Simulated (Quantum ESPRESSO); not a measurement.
# Near-edge structure at the S K edge of YS (Fm-3m)

What does one-electron theory with a core hole give for the S K edge of YS (Fm-3m)?

Method: X-ray absorption near-edge structure, plane-wave PAW LDA, one-electron final states by a Lanczos continued fraction, in Quantum ESPRESSO 7.5.

### 1. The starting structure

The structure is cubic, space group Fm-3m (No. 225). Conventional cell: a = 5.487 Å, b = 5.487 Å, c = 5.487 Å, α = 90.00°, β = 90.00°, γ = 90.00°. Nearest to Y lie 6 S at 2.74 Å. Nearest to S lie 6 Y at 2.74 Å. Farther neighbours and most contacts between anions are not listed.

Structure file:

```cif
data_structure
_symmetry_space_group_name_H-M 'P 1'
_symmetry_Int_Tables_number 1
_cell_length_a 3.8801
_cell_length_b 3.8801
_cell_length_c 3.8801
_cell_angle_alpha 60.000
_cell_angle_beta 60.000
_cell_angle_gamma 60.000
_cell_volume 41.31
loop_
_atom_site_label
_atom_site_type_symbol
_atom_site_fract_x
_atom_site_fract_y
_atom_site_fract_z
_atom_site_occupancy
Y1 Y 0.50000 0.50000 0.50000 1
S2 S 0.00000 0.00000 0.00000 1
```

### 2. The field without a hole

The ground state comes first: it tells whether the system has a gap, which decides how the excited electron is treated.

The PAW data sets are made with ld1.x, with reconstruction data.

File scf.in:

```
&control
   calculation='scf', prefix='x', pseudo_dir='../pp', outdir='tmp', tprnfor=.true.
/
&system
   ibrav=0, nat=2, ntyp=2, nbnd=13
   ecutwfc=44, ecutrho=290
   occupations='smearing', smearing='mv', degauss=0.015
/
&electrons
   conv_thr=2.0e-08, electron_maxstep=120
   mixing_beta=0.5
/
ATOMIC_SPECIES
Y 1.0 Y.lda-spn-kjpaw.UPF
S3 1.0 S.lda-nl-kjpaw.UPF
CELL_PARAMETERS angstrom
  0.00000000 2.74365000 2.74365000
  2.74365000 0.00000000 2.74365000
  2.74365000 2.74365000 0.00000000
ATOMIC_POSITIONS crystal
Y    0.50000000 0.50000000 0.50000000
S3   0.00000000 0.00000000 0.00000000
K_POINTS automatic
8 8 8 0 0 0
```

Command:

```
> OMP_NUM_THREADS=1 mpirun --oversubscribe --bind-to none -np 4 pw.x -nk 4 -in scf.in > scf.out
```

What it wrote:

```text
     [... banner and references ...]
using ibrav=0 with symmetry is DISCOURAGED, use correct ibrav instead

     G-vector sticks info
     --------------------

     Using Slab Decomposition

     bravais-lattice index     =            0
     lattice parameter (alat)  =       7.3323  a.u.
     unit-cell volume          =     278.7486 (a.u.)^3
     number of atoms/cell      =            2
     number of atomic types    =            2
     number of electrons       =        17.00
     number of Kohn-Sham states=           13
     kinetic-energy cutoff     =      44.0000  Ry
     charge density cutoff     =     290.0000  Ry
     scf convergence threshold =      2.0E-08
     mixing beta               =       0.5000
     number of iterations used =            8  plain     mixing
     Exchange-correlation= SLA  PZ   NOGX NOGC
                           (   1   1   0   0   0   0   0)

     celldm(1)=   7.332340  celldm(2)=   0.000000  celldm(3)=   0.000000
     celldm(4)=   0.000000  celldm(5)=   0.000000  celldm(6)=   0.000000

     crystal axes: (cart. coord. in units of alat)
               a(1) = (   0.000000   0.707107   0.707107 )
               a(2) = (   0.707107   0.000000   0.707107 )
               a(3) = (   0.707107   0.707107   0.000000 )

     reciprocal axes: (cart. coord. in units 2 pi/alat)
               b(1) = ( -0.707107  0.707107  0.707107 )
               b(2) = (  0.707107 -0.707107  0.707107 )
               b(3) = (  0.707107  0.707107 -0.707107 )

     ../pp/Y.lda-spn-kjpaw.UPF
     Pseudo is Projector augmented-wave + core cor, Zval = 11.0
     Shape of augmentation charge: PSQ
     Using radial grid of 1223 points,  6 beta functions with:
                l(1) =   0
                l(2) =   0
                l(3) =   1
                l(4) =   1
                l(5) =   2
                l(6) =   2
     Q(r) pseudized with 0 coefficients

     ../pp/S.lda-nl-kjpaw.UPF
     Pseudo is Projector augmented-wave + core cor, Zval =  6.0
     Shape of augmentation charge: PSQ
     Using radial grid of 1151 points,  4 beta functions with:
                l(1) =   0
                l(2) =   0
                l(3) =   1
                l(4) =   1
     Q(r) pseudized with 0 coefficients

     atomic species   valence    mass     pseudopotential
     Y                11.00     1.00000     Y ( 1.00)
     S3                6.00     1.00000     S ( 1.00)

     48 Sym. Ops., with inversion, found

   Cartesian axes

     site n.     atom                  positions (alat units)
         1        Y      tau(   1) = (   0.7071068   0.7071068   0.7071068  )
         2        S3     tau(   2) = (   0.0000000   0.0000000   0.0000000  )

     number of k points=    29  Marzari-Vanderbilt smearing, width (Ry)=  0.0150
                       cart. coord. in units 2pi/alat
        k(    1) = (   0.0000000   0.0000000   0.0000000), wk =   0.0039062
        k(    2) = (   0.0883883   0.0883883  -0.0883883), wk =   0.0312500
        k(    3) = (   0.1767767   0.1767767  -0.1767767), wk =   0.0312500
        k(    4) = (   0.2651650   0.2651650  -0.2651650), wk =   0.0312500
        k(    5) = (  -0.3535534  -0.3535534   0.3535534), wk =   0.0156250
[...]
k(   27) = (   0.0000000  -0.3535534   0.5303301), wk =   0.0937500
        k(   28) = (  -0.7071068   0.1767767  -0.0000000), wk =   0.0468750
        k(   29) = (  -0.7071068   0.3535534   0.0000000), wk =   0.0234375

     Dense  grid:    23289 G-vectors     FFT dimensions: (  40,  40,  40)

     Smooth grid:    10969 G-vectors     FFT dimensions: (  32,  32,  32)

     Initial potential from superposition of free atoms

     starting charge      16.9965, renormalised to      17.0000
     Starting wfcs are   17 randomized atomic wfcs
     Checking if some PAW data can be deallocated...

     per-process dynamical memory:    26.5 Mb

     Self-consistent Calculation

[...]
iteration #  7     ecut=    44.00 Ry     beta= 0.50
     Davidson diagonalization with overlap
     ethr =  9.21E-09,  avg # of iterations =  1.3

     total energy              =    -339.04033459 Ry
     estimated scf accuracy    <       0.00000038 Ry

     iteration #  8     ecut=    44.00 Ry     beta= 0.50
     Davidson diagonalization with overlap
     ethr =  2.24E-09,  avg # of iterations =  2.3

     End of self-consistent calculation

          k = 0.0000 0.0000 0.0000 (  1363 PWs)   bands (ev):

   -30.9016 -10.8805 -10.8805 -10.8805  -2.7131   8.9577   8.9577   8.9577
    12.1010  12.1010  12.1010  12.9470  12.9470

          k = 0.0884 0.0884-0.0884 (  1387 PWs)   bands (ev):

   -30.8973 -10.9510 -10.8854 -10.8854  -2.5363   8.1336   8.5270   8.5270
    12.2690  12.4096  12.4096  13.6565  13.6565

          k = 0.1768 0.1768-0.1768 (  1375 PWs)   bands (ev):

   -30.8866 -11.1140 -10.8972 -10.8972  -2.0920   6.7372   7.7983   7.7983
    12.6194  13.2050  13.2050  15.2791  15.2792

          k = 0.2652 0.2652-0.2652 (  1377 PWs)   bands (ev):

   -30.8759 -11.2680 -10.9089 -10.9089  -1.6091   5.6333   7.2674   7.2674
    13.3805  14.3282  14.3282  16.0686  17.1277

          k =-0.3536-0.3536 0.3536 (  1380 PWs)   bands (ev):

   -30.8715 -11.3294 -10.9138 -10.9138  -1.3915   5.2086   7.0799   7.0799
    14.3625  14.9938  15.0749  15.0749  18.6690

          k = 0.1768 0.0000 0.0000 (  1387 PWs)   bands (ev):

[...]
k = 0.2652 0.0884-0.0884 (  1366 PWs)   bands (ev):

[...]
k = 0.3536 0.1768-0.1768 (  1382 PWs)   bands (ev):

[...]
k =-0.2652-0.4419 0.4419 (  1379 PWs)   bands (ev):

[...]
k =-0.1768-0.3536 0.3536 (  1378 PWs)   bands (ev):

[...]
k =-0.0884-0.2652 0.2652 (  1374 PWs)   bands (ev):

[...]
k = 0.0000-0.1768 0.1768 (  1375 PWs)   bands (ev):

[...]
k = 0.3536 0.0000 0.0000 (  1355 PWs)   bands (ev):

[...]
k = 0.4419 0.0884-0.0884 (  1368 PWs)   bands (ev):

[...]
k =-0.1768-0.5303 0.5303 (  1374 PWs)   bands (ev):

[...]
k = 0.0000-0.3536 0.3536 (  1368 PWs)   bands (ev):

[...]
k = 0.5303-0.0000 0.0000 (  1363 PWs)   bands (ev):

[...]
k = 0.0000-0.5303 0.5303 (  1360 PWs)   bands (ev):

[...]
k =-0.7071 0.0000 0.0000 (  1362 PWs)   bands (ev):

[...]
k = 0.3536 0.1768 0.0000 (  1371 PWs)   bands (ev):

[...]
k =-0.1768-0.3536 0.5303 (  1374 PWs)   bands (ev):

[...]
k =-0.1768-0.5303 0.7071 (  1377 PWs)   bands (ev):

[...]
k =-0.0884-0.4419 0.6187 (  1377 PWs)   bands (ev):

[...]
k = 0.0000-0.3536 0.5303 (  1375 PWs)   bands (ev):

   -30.8647 -11.1747 -11.0843 -10.9681  -1.7074   6.2446   7.2023   7.2694
    13.3049  13.5278  15.1251  15.5769  16.7633

          k =-0.7071 0.1768-0.0000 (  1370 PWs)   bands (ev):

   -30.8620 -11.1773 -11.0381 -11.0246  -1.9468   6.8961   7.4968   7.6957
    11.0707  14.7227  15.2470  15.9736  16.1206

          k =-0.7071 0.3536 0.0000 (  1384 PWs)   bands (ev):

   -30.8619 -11.1081 -11.1081 -11.0403  -1.8019   6.8791   7.1431   7.1431
    13.1514  13.1514  15.0683  15.7071  16.1302

     the Fermi energy is    12.3203 ev

!    total energy              =    -339.04033469 Ry
     total all-electron energy =     -7559.474789 Ry
     estimated scf accuracy    <          4.9E-10 Ry
     smearing contrib. (-TS)   =      -0.00056589 Ry
     internal energy E=F+TS    =    -339.03976880 Ry

     The total energy is F=E-TS. E is the sum of the following terms:
     one-electron contribution =      -8.81563387 Ry
     hartree contribution      =      13.21550495 Ry
     xc contribution           =     -23.09932370 Ry
     ewald contribution        =     -83.28931699 Ry
     one-center paw contrib.   =    -237.05099920 Ry

     convergence has been achieved in   8 iterations

     Forces acting on atoms (cartesian axes, Ry/au):

     atom    1 type  1   force =    -0.00000000   -0.00000000    0.00000000
     atom    2 type  2   force =    -0.00000000    0.00000000    0.00000000

     Total force =     0.000000     Total SCF correction =     0.000000

     XML data file, charge density, pseudopotentials, collected wavefunctions

=------------------------------------------------------------------------------=
   JOB DONE.
=------------------------------------------------------------------------------=
```

The job ended after 3.6 s (4 MPI ranks of Intel Xeon Platinum 8488C (Sapphire Rapids), shared host; peak memory 0.07 GiB).

Absorbing atoms carry a label of their own (element plus a letter or digit), as the spectrum program needs them as separate species.

The mesh shows no gap, so the system is treated as a metal and the core electron is put at the Fermi level (neutral cell).

### 3. Spectrum without a core hole, S atom 2

This cheap baseline ignores the attraction of the hole: it shows the absorber's empty states as they are in the ground state.

The absorber has 6 Y at 2.74 Å (octahedral, site symmetry m-3m).

File xspectra.in:

```
&input_xspectra
   calculation='xanes_dipole', edge='K'
   prefix='x', outdir='tmp', xiabs=2, xe0=12.3203
   xonly_plot=.false., x_save_file='xanes.sav'
   xniter=3000, xcheck_conv=20, xerror=0.005
   xcoordcrys=.false., xepsilon(1)=1, xepsilon(2)=0, xepsilon(3)=0
/
&plot
   xnepoint=413, xemin=-10, xemax=45, terminator=.true., cut_occ_states=.true.
   xgamma=0.4
/
&pseudos
   filecore='../S.wfc'
/
&cut_occ
   cut_desmooth=0.1, cut_stepl=0.05, cut_stepu=0.05, cut_ierror=1e-5
/
9 9 9 0 0 0
```

Command:

```
> OMP_NUM_THREADS=1 mpirun --oversubscribe --bind-to none -np 4 xspectra.x -nk 4 -in xspectra.in > xspectra.out
```

What it wrote:

```text
     [... banner and references ...]
Reading input_file

     calculation: xanes_dipole

     xepsilon  [cartesian coordinates]:   1.000000   0.000000   0.000000

     xonly_plot: FALSE
        => complete calculation: Lanczos + spectrum plot

     filecore (core-wavefunction file): ../S.wfc

     main plot parameters:
        cut_occ_states: TRUE
        gamma_mode:  constant
        -> using xgamma [eV]:  0.40
        xemin [eV]: -10.00
        xemax [eV]:  45.00
        xnepoint:  413
        xe0 [eV]:  12.320300 (energy zero read in input file)

[...]
Results of STEP 1 successfully written in x_save_file
     x_save_file name:
     ->  xanes.sav
     x_save_file version:  2

     ... End STEP 1 ...

     ... Begin STEP 2 ...

     The spectrum is calculated using the following parameters:
        xe0 [eV]:   12.3203
        the occupied states are elimintate from the spectrum
        xemin [eV]: -10.00
        xemax [eV]:  45.00
        xnepoint:  413
        constant broadening parameter [eV]:    0.400
        Core level energy [eV]:  -2472.
         (from electron binding energy of neutral atoms in X-ray data booklet)

     Cross-section successfully written in xanes.dat

     ... End STEP 2 ...

                                END JOB XSpectra
```

Elapsed: 20 s, on 4 MPI ranks; peak memory 0.1 GiB; 80 s of CPU time.

The S K spectrum, S atom 2, no core hole (energy from the energy zero of the input (xe0, at the border of filled and empty states); intensity scaled to a mean of 1 over the first 20 eV; the points at xe0, where the cut of filled states can leave a spike, are interpolated):

```csv
E (eV),intensity
-2.00,0.05
-1.25,0.08
-0.50,0.14
0.25,0.41
1.00,0.58
1.75,0.80
2.50,1.15
3.25,1.37
4.00,1.23
4.75,0.84
5.50,1.22
6.25,1.32
7.00,2.03
7.75,1.71
8.50,1.57
9.25,1.25
10.00,0.80
10.75,0.65
11.50,0.86
12.25,1.04
13.00,0.68
13.75,0.79
14.50,0.80
15.25,0.63
16.00,0.97
16.75,0.93
17.50,0.97
18.25,0.86
19.00,0.76
19.75,0.61
20.50,0.70
21.25,0.84
22.00,0.96
22.75,0.90
23.50,0.72
24.25,0.87
25.00,1.22
25.75,1.42
26.50,1.54
27.25,1.46
28.00,1.69
28.75,1.19
29.50,0.92
30.25,0.72
31.00,0.84
31.75,0.70
```

Main maxima below 24 eV (height): 3.2 eV (1.37), 5.9 eV (1.37), 7.2 eV (2.09), 12.0 eV (1.10), 16.2 eV (0.99) and 22.3 eV (1.03). A K edge sees empty p states; the first features are S p mixed into the empty d states of the Y neighbours, and the broad ones above probably into the cations' higher empty bands.

### 4. Another broadening

The final state's lifetime shortens with energy, so measured features broaden above the edge; the saved Lanczos coefficients are redrawn with a width that grows.

File xspectra_plot.in:

```
&input_xspectra
   calculation='xanes_dipole', edge='K'
   prefix='x', outdir='tmp', xiabs=2, xe0=12.3203
   xonly_plot=.true., x_save_file='xanes.sav'
   xniter=3000, xcheck_conv=20, xerror=0.005
   xcoordcrys=.false., xepsilon(1)=1, xepsilon(2)=0, xepsilon(3)=0
/
&plot
   xnepoint=413, xemin=-10, xemax=45, terminator=.true., cut_occ_states=.true.
   gamma_mode='variable', gamma_energy(1)=4, gamma_energy(2)=25, gamma_value(1)=0.3, gamma_value(2)=2.5
/
&pseudos
   filecore='../S.wfc'
/
&cut_occ
   cut_desmooth=0.1, cut_stepl=0.05, cut_stepu=0.05, cut_ierror=1e-5
/
9 9 9 0 0 0
```

Command:

```
> OMP_NUM_THREADS=1 xspectra.x -in xspectra_plot.in > xspectra_plot.out
```

What it wrote:

```text
     [... banner and references ...]
Reading input_file
     -------------------------------------------------------------------------

     calculation: xanes_dipole

     xonly_plot: TRUE
        => only the spectrum plot

     main plot parameters:
        cut_occ_states: TRUE
        gamma_mode:  variable
        -> first, constant up to point ( 4.00, 0.30) [eV]
        -> then, linear up to point (25.00, 2.50) [eV]
        -> finally, constant up to xemax
        xemin [eV]: -10.00
        xemax [eV]:  45.00
        xnepoint:  413
[...]
xemin [eV]: -10.00
        xemax [eV]:  45.00
        xnepoint:  413
        energy-dependent broadening parameter:
         -> first, constant up to point ( 4.00, 0.30) [eV]
         -> then, linear up to point (25.00, 2.50) [eV]
         -> finally, constant up to xemax
        Core level energy [eV]:  -2472.
         (from electron binding energy of neutral atoms in X-ray data booklet)

     Cross-section successfully written in xanes.dat

     -------------------------------------------------------------------------
                                END JOB XSpectra
     -------------------------------------------------------------------------
[key lines of the parts left out:]
Fermi level [eV]:  12.6194
```

Elapsed: 6.5 s, on 1 MPI rank; peak memory 0.08 GiB.

With a Lorentzian half width 0.3 eV up to 4 eV, rising linearly to 2.5 eV at 25 eV, the maxima are 0.7 eV (0.60), 3.2 eV (1.44), 4.0 eV (1.30), 7.2 eV (1.83), 11.9 eV (0.89) and 16.8 eV (0.86).

### 5. Reference energy of the supercell

The photon energy needs a difference of total energies, so the cell and mesh of the coming hole run are first run without a hole.

File scf.in:

```
&control
   calculation='scf', prefix='x', pseudo_dir='../pp', outdir='tmp', tprnfor=.true.
/
&system
   ibrav=0, nat=8, ntyp=2, nbnd=42
   ecutwfc=44, ecutrho=290
   occupations='smearing', smearing='mv', degauss=0.015
/
&electrons
   conv_thr=8.0e-08, electron_maxstep=120
   mixing_beta=0.5
/
ATOMIC_SPECIES
Y 1.0 Y.lda-spn-kjpaw.UPF
S 1.0 S.lda-nl-kjpaw.UPF
CELL_PARAMETERS angstrom
  0.00000000 0.00000000 5.48730000
  5.48730000 0.00000000 0.00000000
  0.00000000 5.48730000 0.00000000
ATOMIC_POSITIONS crystal
Y    0.50000000 0.50000000 0.50000000
Y    0.50000000 0.00000000 0.00000000
Y    0.00000000 0.00000000 0.50000000
Y    0.00000000 0.50000000 0.00000000
S    0.00000000 0.00000000 0.00000000
S    0.00000000 0.50000000 0.50000000
S    0.50000000 0.50000000 0.00000000
S    0.50000000 0.00000000 0.50000000
K_POINTS automatic
5 5 5 0 0 0
```

Command:

```
> OMP_NUM_THREADS=1 mpirun --oversubscribe --bind-to none -np 4 pw.x -nk 4 -in scf.in > scf.out
```

What it wrote:

```text
     [... banner and references ...]
[banner, memory and clock lines left out]
Found identity + (  0.0000  0.5000  0.5000) symmetry
     This is a supercell, fractional translations are disabled
     using ibrav=0 with symmetry is DISCOURAGED, use correct ibrav instead

     G-vector sticks info

     bravais-lattice index     =            0
     lattice parameter (alat)  =      10.3695  a.u.
     unit-cell volume          =    1114.9945 (a.u.)^3
[...]
atom    1 type  1   force =     0.00000000    0.00000000    0.00000000
     atom    2 type  1   force =     0.00000000    0.00000000    0.00000000
     atom    3 type  1   force =     0.00000000    0.00000000    0.00000000
[...]
atom    7 type  2   force =     0.00000000    0.00000000    0.00000000
     atom    8 type  2   force =     0.00000000    0.00000000    0.00000000

     Total force =     0.000000     Total SCF correction =     0.000000

     XML data file, charge density, pseudopotentials, collected wavefunctions
[key lines of the parts left out:]
!    total energy              =   -1356.15849308 Ry
the Fermi energy is    12.4321 ev
convergence has been achieved in   9 iterations
```

The job ended after 14 s (4 MPI ranks; peak memory 0.19 GiB).

Reference energy: -411407.538 eV with the cores included.

[end of part 1 of 3]

[Banner, clock and machine lines of the logs are left out without a mark of their own.]

[Logs are printed without paths, hosts, clocks, repeated set-up lines and the standing remarks that a program may print on its own settings, such as how far it seeks lower states.]

[Hosts, paths, dates, database ids (printed as entryN), source tags and the programs' standing remarks are cut or masked in the printed files.]

[Lists of maxima count a maximum above −3 eV only where it reaches 4 % of the highest in the window and stands out from its surroundings by 2 % of it (1.5 % where it reaches 55 %); shoulders and weaker maxima are passed over, and of the rest the first, up to two pre-edge ones and the few strongest are named.]
